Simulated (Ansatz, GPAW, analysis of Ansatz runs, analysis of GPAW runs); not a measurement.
# Charge-transition level of substitutional B in diamond (PBE) (GPAW), part 2 of 2

Aim: the charge-transition level of substitutional B in diamond, to be set beside the measurement. Set-up: PBE, LCAO dzp, h 0.18, 128-site cell, PBE lattice, k: the zone centre alone, start relaxed with Ansatz. The model is a cell of 128 host atoms with 1 C taken out and 1 B put in. The level is the Fermi energy at which two charge states have equal formation energy, after a correction for the images of the charge. A larger cell tests how far the defect's images disturb the number.

GPAW 26.7.0; PBE, LCAO dzp, h 0.18, 128-site cell, PBE lattice, k: the zone centre alone, start relaxed with Ansatz.

So far: Starting point; Relaxation, charge 0.

## (2) Relaxation, charge 0 (continued)

Level of this step: GPAW LCAO dzp PAW DFT, PBE; relaxation of all atoms of a defect supercell (GPAW).

The steps of the relaxation:

```csv
step,energy less that of the first step (eV)
0,0.0000
1,-0.0033
2,-0.0131
3,-0.0194
4,-0.0267
5,-0.0292
6,-0.0302
7,-0.0309
8,-0.0313
9,-0.0316
```

Neighbours of B44 at the end:

```csv
atom,distance (Å)
C75,1.577
C51,1.577
C45,1.578
C43,1.614
C46,2.520
C76,2.520
C52,2.521
C68,2.533
C74,2.533
C20,2.533
C50,2.533
C38,2.534
C14,2.534
C36,2.539
C42,2.539
C12,2.539
```

Read from the output:

```yaml
total_moment: 1.000 μB
```

The energy fell by 0.032 eV; the atoms end within 0.005 Å of the sites as typed, once the mean shift is taken out.

## (3) Relaxation, charge −1

run.py reads:

```python
import numpy as np
from ase.io import read, write
from ase.parallel import parprint, world
from gpaw import GPAW
from ase.optimize import BFGS

atoms = read('POSCAR')
calc = GPAW(mode='lcao',
            h=0.18,
            basis='dzp',
            xc='PBE',
            kpts={'size': (1, 1, 1), 'gamma': True},
            charge=-1,
            occupations={'name': 'fermi-dirac', 'width': 0.01},
            nbands=264,
            convergence={'density': 1e-05, 'forces': 0.001},
            maxiter=150,
            symmetry='off',
            txt='gpaw.txt')
atoms.calc = calc
opt = BFGS(atoms, trajectory='relax.traj', logfile='-')
done = opt.run(fmax=0.02, steps=80)
parprint('Converged:', done)
energy = atoms.get_potential_energy()
forces = atoms.get_forces()
parprint(f'Energy: {energy:.6f} eV, largest force {np.linalg.norm(forces, axis=1).max():.4f} eV/A')
calc.write('gs.gpw')
write('final.xyz', atoms)
for s in range(calc.get_number_of_spins()):
    parprint('Levels (eV), spin', s, calc.get_eigenvalues(kpt=0, spin=s)[-16:].round(3))
field = calc.get_electrostatic_potential()
if world.rank == 0:
    np.save('potential.npy', field)
field = calc.get_pseudo_density()
if world.rank == 0:
    np.save('density.npy', field)
```

POSCAR reads:

```
C  B  C 
 1.0000000000000000
    -0.0000000000000003    7.1439157092080032    7.1439157092080032
     7.1439157092080041   -0.0000000000000023    7.1439157092080032
     7.1439157092080050    7.1439157092080041   -0.0000000000000000
 C   B   C  
  43   1  84
Direct
  0.1248888135154296  0.1247497118259583  0.1244663748810659
  0.1874299746662729  0.1872921586946079  0.1870074233950604
[... 11 atom lines left out ...]
  0.1875524185289129  0.4365895451222041  0.6882886084088959
[... 5 atom lines left out ...]
  0.1875521495909857  0.6885709892753259  0.4363079874647324
[... 17 atom lines left out ...]
  0.4367290248726807  0.1874122446830115  0.6882900497490210
[... 4 atom lines left out ...]
  0.3733876905366539  0.3732477233889170  0.3729691661739628
  0.4374260366123038  0.4372920668916361  0.4370096944225217
  0.3733887784204013  0.3732485801142719  0.6291316870212087
  0.4367296599172160  0.4365896151131120  0.6882876683136859
[... 4 atom lines left out ...]
  0.3733895377312049  0.6294122987268348  0.3729671638349240
  0.4367287060993121  0.6885711402280669  0.4363078552566844
[... 15 atom lines left out ...]
  0.6887100716543541  0.1874145936117706  0.4363061172997641
[... 6 atom lines left out ...]
  0.6295525687168635  0.3732495626696158  0.3729671253815821
  0.6887111619077301  0.4365880122978744  0.4363067594579804
[... 51 atom lines left out ...]
  0.9374311378350306  0.9372902172383769  0.9370087612679913
```

The run is started by

```sh
$ OMP_NUM_THREADS=1 mpirun -n 4 gpaw python run.py > stdout
```

The log of the run:

```text
__  _  _
 | _ |_)|_||  |
 |__||  | ||/\| - 26.7.0

Input parameters:
  mode=LCAO(),
  basis={'default': 'dzp'},
  charge=-1,
  convergence={'density': 1e-05, 'forces': 0.001},
  h=0.18,
  kpts=MonkhorstPack(size=(1, 1, 1), gamma=True),
  maxiter=150,
  nbands=264,
  occupations=Occupations(name='fermi-dirac', width=0.01),
  symmetry=Symmetry(point_group=False, time_reversal=False),
  xc=XC(name='PBE')

                                           C
                                     C  C
                                C     C
                          C      C C      C
                            CC    C C
                      C C    CCC     C C
                       C C    CCCC       C
                  CC    C C C    C C
                    C C   CC C        C
               C   C CC C   C C C   C
             C  C C   C CC C C C C     C
           C     C C C C CC C   C C  C
              C   C C  C  C CC C   C
            C        B C    C C
               C C    C C C    CC
         C       CCCC    C C
           C C     CCC    C C
              C C    CC
        C      C C      C
           C      C
          C  C
       C

Atoms  # Å, Bohr magnetons
|     | symbol |         x |         y |         z |    initial magnetic moments |
|-----|--------|-----------|-----------|-----------|-----------------------------|
|   0 |      C |  1.780379 |  1.781372 |  1.783397 | ( 0.0000,  0.0000,  0.0000) |
|   1 |      C |  2.673965 |  2.674949 |  2.676983 | ( 0.0000,  0.0000,  0.0000) |
|   2 |      C |  3.567531 |  3.568542 |  1.783396 | ( 0.0000,  0.0000,  0.0000) |
|   3 |      C |  4.459250 |  4.460253 |  2.676412 | ( 0.0000,  0.0000,  0.0000) |
|   4 |      C |  5.353051 |  5.354044 |  1.784405 | ( 0.0000,  0.0000,  0.0000) |
|   5 |      C |  6.245917 |  6.246930 |  2.678606 | ( 0.0000,  0.0000,  0.0000) |
|   6 |      C |  7.138792 |  7.139793 |  1.784411 | ( 0.0000,  0.0000,  0.0000) |
|   7 |      C |  8.032585 |  8.033587 |  2.676410 | ( 0.0000,  0.0000,  0.0000) |
|   8 |      C |  3.567540 |  1.781385 |  3.570567 | ( 0.0000,  0.0000,  0.0000) |
|   9 |      C |  4.459265 |  2.674386 |  4.462275 | ( 0.0000,  0.0000,  0.0000) |
|  10 |      C |  5.355940 |  3.564030 |  3.566049 | ( 0.0000,  0.0000,  0.0000) |
|  11 |      C |  6.235896 |  4.456803 |  4.458803 | ( 0.0000,  0.0000,  0.0000) |
|  12 |      C |  7.137858 |  5.354982 |  3.572403 | ( 0.0000,  0.0000,  0.0000) |
|  13 |      C |  8.036035 |  6.256934 |  4.458818 | ( 0.0000,  0.0000,  0.0000) |
|  14 |      C |  8.928805 |  7.136922 |  3.566052 | ( 0.0000,  0.0000,  0.0000) |
|  15 |      C |  9.818450 |  8.033585 |  4.462277 | ( 0.0000,  0.0000,  0.0000) |
[...]
|  43 |      B |  6.245938 |  6.246895 |  6.248912 | ( 0.0000,  0.0000,  0.0000) |
[...]
Unit cell  # Å
| periodic |         x |         y |         z |   lengths |    angles |
|----------|-----------|-----------|-----------|-----------|-----------|
|      yes | -0.000000 |  7.143916 |  7.143916 | 10.103022 | 60.000000 |
|      yes |  7.143916 | -0.000000 |  7.143916 | 10.103022 | 60.000000 |
|      yes |  7.143916 |  7.143916 | -0.000000 | 10.103022 | 60.000000 |

Number of symmetries: 1
Symmetry operations  # r_c * U_cc + t_c -> r_c
|   | kind |            matrix            |
|---|------|------------------------------|
| 0 |  E   |  1, 0, 0,  0, 1, 0,  0, 0, 1 |

BZ-sampling:
  Number of BZ points: 1
  Number of IBZ points: 1

  Monkhorst-Pack size: [1, 1, 1]
  Monkhorst-Pack shift: [0, 0, 0]

K-points  # in reciprocal-cell coordinates
|   |                                coordinates |     weight |
|---|--------------------------------------------|------------|
| 0 | (  0.00000000,   0.00000000,   0.00000000) | 1.00000000 |

basis functions: 1664
Spin-components: 1 (collinear spins)
Bands:           264
Projectors:      640
Spin-degeneracy: 2
Datatype:        <class 'float'>

Density:
  Valence electrons: 511.0
  Components: 1
  Grid points: [44 44 44]
  Charge: -1.0  # |e|

Potential:
  Grid points: [44 44 44]

species:
  C:
    name:    Carbon
    Z:       6.0
    valence: 4
    core:    2
    charge:  0.0  # [|e|]
    compensation charges:
      type: gauss
      rc: 0.20  # [Å]
      lmax: 2
    cutoffs:
      filter: 1.14  # [Å]
      core: 1.14  # [Å]
    projectors
    | kind |    occ | energy [eV] | rcut [Å] |
    |------|--------|-------------|----------|
    |   2s |  2.000 |     -13.751 |    0.635 |
    |   2p |  2.000 |      -5.284 |    0.635 |
    |    s |        |      13.461 |    0.635 |
    |    p |        |      21.927 |    0.635 |
    |    d |        |       0.000 |    0.635 |

    LCAO basis set for C:
      Name: dzp
      File: <dir>
      Number of radial functions: 5
      Number of spherical harmonics: 13
        l=0, rc=5.5469 Bohr: 2s-sz confined orbital
        l=1, rc=6.6719 Bohr: 2p-sz confined orbital
        l=0, rc=3.0312 Bohr: 2s-dz split-valence wave
        l=1, rc=3.7500 Bohr: 2p-dz split-valence wave
        l=2, rc=6.6719 Bohr: d-type Gaussian polarization
      Number of RI-basis functions 0

  B:
    name:    Boron
    Z:       5.0
    valence: 3
    core:    2
    charge:  0.0  # [|e|]
    compensation charges:
      type: gauss
      rc: 0.20  # [Å]
      lmax: 2
    cutoffs:
      filter: 1.14  # [Å]
      core: 1.38  # [Å]
    projectors
    | kind |    occ | energy [eV] | rcut [Å] |
    |------|--------|-------------|----------|
    |   2s |  2.000 |      -9.443 |    0.635 |
    |   2p |  1.000 |      -3.606 |    0.635 |
    |    s |        |      17.768 |    0.635 |
    |    p |        |      23.605 |    0.635 |
    |    d |        |       0.000 |    0.635 |

    LCAO basis set for B:
      Name: dzp
      File: <dir>
      Number of radial functions: 5
      Number of spherical harmonics: 13
        l=0, rc=6.6719 Bohr: 2s-sz confined orbital
        l=1, rc=8.2188 Bohr: 2p-sz confined orbital
        l=0, rc=3.7500 Bohr: 2s-dz split-valence wave
        l=1, rc=4.6094 Bohr: 2p-dz split-valence wave
        l=2, rc=8.2188 Bohr: d-type Gaussian polarization
      Number of RI-basis functions 0

Reference energy: -131178.260233  # eV

eigensolver:
  <gpaw.new.lcao.eigensolver.LCAOEigensolver object at 0x5151acedd400>
density mixing:
  MSR1-Mixer
  Pratt-step length: 0.05
  Maximum mixing coefficient: 0.75
  Old densities: 10
  SVD Regularization: 0.005
  Good broyden scale: 1.0
  Trust region scale: 1.0
  Backstep threshold: 4.0
  History deletion threshold: 6.0
  Fourier metric: weight=20.0, sigma=0.015

occupation numbers:
  Fermi-Dirac:
[...]
CC    C C C    C C
                    C C    C C        C
               C   C CC C   C C C   C
             C  C C   C CC C C C C     C
           C     C C C C CC C   C C  C
              C   C C  C  C CC C   C
            C        B C    C C
               C C    C C C    CC
         C       CCCC    C C
           C C     CCC    C C
              C C    CC
        C      C C      C
           C      C
          C  C
       C

Atoms  # Å, Bohr magnetons
|     | symbol |         x |         y |         z |    initial magnetic moments |
|-----|--------|-----------|-----------|-----------|-----------------------------|
[...]
|  43 |      B |  6.234543 |  6.237190 |  6.244336 | ( 0.0000,  0.0000,  0.0000) |
[...]
Unit cell  # Å
| periodic |         x |         y |         z |   lengths |    angles |
|----------|-----------|-----------|-----------|-----------|-----------|
|      yes | -0.000000 |  7.143916 |  7.143916 | 10.103022 | 60.000000 |
|      yes |  7.143916 | -0.000000 |  7.143916 | 10.103022 | 60.000000 |
|      yes |  7.143916 |  7.143916 | -0.000000 | 10.103022 | 60.000000 |

Initialization done in: 4.216 s

convergence criteria:
- Maximum integral of absolute [dens]ity change: 1e-05 electrons / valence electron
- Maximum change in the atomic [forces] across last 2 cycles: 0.001 eV/Ang OR
Maximum error relative to the maximum force is below inf
- Maximum [total energy] change in last 3 cyles: 0.0005 eV / valence electron
- Maximum integral of absolute [eigenst]ate change: 4e-08 eV^2 / valence electron
maximum number of iterations: 150

SCF iterations
|iter     | |      energy | eigst |  dens |force |
|---------|-|-------------|-------|-------|------|
|iter:   1| |-1108.157496c|      c|       |      |
|iter:   2| |-1108.157491c|      c| -4.16 |      |
|iter:   3| |-1108.157479c|      c| -4.21 |      |
|iter:   4| |-1108.157477c|      c| -4.48 |      |
|iter:   5| |-1108.157477c|      c| -4.84 |      |
|iter:   6| |-1108.157477c|      c| -5.38c|-1.48 |
|iter:   7| |-1108.157477c|      c| -5.94c|-3.45c|

Converged in 7 steps
SCF loop duration: 81.170 s (11.596 s/step)
Energy contributions relative to reference atoms: (reference = -131178.260233)

Energy contributions:
  Kinetic:         987.651762
  Coulomb:        -901.904346
  Zero:             28.591862
  External:          0.000000
  Xc:            -1222.496754
  Entropy:          -0.000000
  Spinorbit:         0.000000
  ----------------------------
  Free energy:   -1108.157477
  Extrapolated:  -1108.157477

dipole moment: (125.644380, 126.420742, 128.838142)  # |e|*Ang

Fermi level: 13.384
Eigenvalues  # (at kpt = [0.000, 0.000, 0.000])
| band index |      eig [eV] | occ [0-2] |
|------------|---------------|-----------|
[...]
|        ... |               |           |
[...]
Gap: 4.288 eV
Transition (v -> c):
  (s=0, k=0, n=255, [0.00, 0.00, 0.00]) -> (s=0, k=0, n=256, [0.00, 0.00, 0.00])
No difference between direct/indirect transitions

Forces  # eV/Ang
|        x |        y |        z |
|----------|----------|----------|
[...]
C
                                     C  C
                                C     C
                          C      C C      C
                            CC    C C
                      C C    CCC     C C
                       C C    CCCC       C
                  CC    C C C    C C
                    C C   CC C        C
               C   C CC C   C C C   C
             C  C C   C CC C C C C     C
           C     C C C C CC C   C C  C
              C   C C  C  C CC C   C
            C        B C    C C
               C C    C C C    CC
         C       CCCC    C C
           C C     CCC    C C
              C C    CC
        C      C C      C
           C      C
          C  C
       C

Atoms  # Å, Bohr magnetons
|     | symbol |         x |         y |         z |    initial magnetic moments |
|-----|--------|-----------|-----------|-----------|-----------------------------|
[...]
|  43 |      B |  6.233494 |  6.236116 |  6.243634 | ( 0.0000,  0.0000,  0.0000) |
[...]
| 120 |      C |  7.128116 |  7.130167 | 12.495152 | ( 0.0000,  0.0000,  0.0000) |
| 121 |      C |  8.020691 |  8.022650 | 13.388219 | ( 0.0000,  0.0000,  0.0000) |
| 122 |      C |  8.914382 |  8.916443 | 12.495703 | ( 0.0000,  0.0000,  0.0000) |
| 123 |      C |  9.806514 |  9.808784 | 13.390634 | ( 0.0000,  0.0000,  0.0000) |
| 124 |      C | 10.699722 | 10.701822 | 12.495426 | ( 0.0000,  0.0000,  0.0000) |
| 125 |      C | 11.592365 | 11.594485 | 13.388468 | ( 0.0000,  0.0000,  0.0000) |
| 126 |      C | 12.485633 | 12.487703 | 12.494955 | ( 0.0000,  0.0000,  0.0000) |
| 127 |      C | 13.378381 | 13.380449 | 13.387676 | ( 0.0000,  0.0000,  0.0000) |

Unit cell  # Å
| periodic |         x |         y |         z |   lengths |    angles |
|----------|-----------|-----------|-----------|-----------|-----------|
|      yes | -0.000000 |  7.143916 |  7.143916 | 10.103022 | 60.000000 |
|      yes |  7.143916 | -0.000000 |  7.143916 | 10.103022 | 60.000000 |
|      yes |  7.143916 |  7.143916 | -0.000000 | 10.103022 | 60.000000 |

Initialization done in: 4.331 s

convergence criteria:
- Maximum integral of absolute [dens]ity change: 1e-05 electrons / valence electron
- Maximum change in the atomic [forces] across last 2 cycles: 0.001 eV/Ang OR
Maximum error relative to the maximum force is below inf
- Maximum [total energy] change in last 3 cyles: 0.0005 eV / valence electron
- Maximum integral of absolute [eigenst]ate change: 4e-08 eV^2 / valence electron
maximum number of iterations: 150

SCF iterations
|iter     | |      energy | eigst |  dens |force |
|---------|-|-------------|-------|-------|------|
|iter:   1| |-1108.157808c|      c|       |      |
|iter:   2| |-1108.157806c|      c| -4.27 |      |
|iter:   3| |-1108.157800c|      c| -4.31 |      |
|iter:   4| |-1108.157799c|      c| -4.59 |      |
|iter:   5| |-1108.157799c|      c| -4.97 |      |
|iter:   6| |-1108.157799c|      c| -5.52c|-1.67 |
|iter:   7| |-1108.157799c|      c| -6.07c|-3.58c|

Converged in 7 steps
SCF loop duration: 81.441 s (11.634 s/step)
Energy contributions relative to reference atoms: (reference = -131178.260233)

Energy contributions:
  Kinetic:         987.652813
  Coulomb:        -901.907166
  Zero:             28.591910
  External:          0.000000
  Xc:            -1222.495356
  Entropy:          -0.000000
  Spinorbit:         0.000000
  ----------------------------
  Free energy:   -1108.157799
  Extrapolated:  -1108.157799

dipole moment: (125.593440, 126.314831, 128.754615)  # |e|*Ang

Fermi level: 13.384
Eigenvalues  # (at kpt = [0.000, 0.000, 0.000])
| band index |      eig [eV] | occ [0-2] |
|------------|---------------|-----------|
[...]
|        ... |               |           |
[...]
|        256 |        16.426 |     0.000 |
|        257 |        16.426 |     0.000 |
|        258 |        16.468 |     0.000 |
|        259 |        16.469 |     0.000 |
|        260 |        16.469 |     0.000 |
|        261 |        16.513 |     0.000 |
|        262 |        16.825 |     0.000 |
|        263 |        16.826 |     0.000 |

Gap: 4.289 eV
Transition (v -> c):
  (s=0, k=0, n=255, [0.00, 0.00, 0.00]) -> (s=0, k=0, n=256, [0.00, 0.00, 0.00])
No difference between direct/indirect transitions

Forces  # eV/Ang
|        x |        y |        z |
|----------|----------|----------|
[...]
|  0.00843 |  0.00342 | -0.00537 |  # C  120
|  0.00452 |  0.00295 | -0.00637 |  # C  121
|  0.00641 |  0.00279 | -0.01237 |  # C  122
|  0.00349 |  0.00003 | -0.01220 |  # C  123
|  0.00727 |  0.00380 | -0.00439 |  # C  124
|  0.00327 | -0.00075 | -0.00483 |  # C  125
|  0.00905 |  0.00302 | -0.00156 |  # C  126
|  0.00385 | -0.00072 | -0.00288 |  # C  127

# Writing to gs.gpw (mode='')
```

It took 17 min on 4 MPI ranks of Arm Neoverse V1, shared host; peak memory 2.4 GiB; 69 min of CPU time.

The steps of the relaxation:

```csv
step,energy less that of the first step (eV)
0,0.0000
1,-0.0035
2,-0.0118
3,-0.0210
4,-0.0316
5,-0.0412
6,-0.0434
7,-0.0449
8,-0.0458
9,-0.0463
10,-0.0466
```

Neighbours of B44 at the end:

```csv
atom,distance (Å)
C43,1.581
C75,1.583
C51,1.583
C45,1.583
C42,2.530
C36,2.531
C12,2.531
C68,2.531
C74,2.532
C20,2.532
C50,2.532
C38,2.532
C14,2.532
C46,2.532
C76,2.532
C52,2.532
```

The energy fell by 0.047 eV; the atoms end within 0.005 Å of the sites as typed, once the mean shift is taken out.

## (4) Charge-transition levels

Analysis of the runs above: levels from GPAW LCAO dzp PAW DFT, PBE energies with an image-charge correction aligned at atomic sites (own code after Kumagai and Oba).

It gives:

* gap: 4.212 eV

## (5) What came out

| Property | Result |
| --- | --- |
| static dielectric constant used | 5.9 |
| band gap of the host | 4.21 eV |
| (0/-1) level above the valence-band top | 0.63 eV |

**Reading.** (0/-1) level above the valence-band top: computed 0.63 eV, measured 0.368 eV; 0.26 eV above the measurement. The level is counted in a gap of 4.21 eV, and the correction is screened by a dielectric constant of 5.9 from a linear-response run on the host. The bound state has a long tail, so in cells of 64 to 216 sites the impurity band still disperses by tenths of an eV and the level moves with cell and k-points. Levels hang on the band edges, which semilocal functionals place too close together. Limits: the zone centre alone is a coarse sampling for this cell.

[Logs are printed without paths, hosts, clocks, repeated set-up lines and the standing remarks that a program may print on its own settings, such as how far it seeks lower states.]

[Hosts, paths, dates, database ids (printed as entryN), source tags and the programs' standing remarks are cut or masked in the printed files.]

[For some hosts the program warned that the k-mesh of the response run may be too coarse for force constants and the static dielectric constant; such warnings are not shown here.]
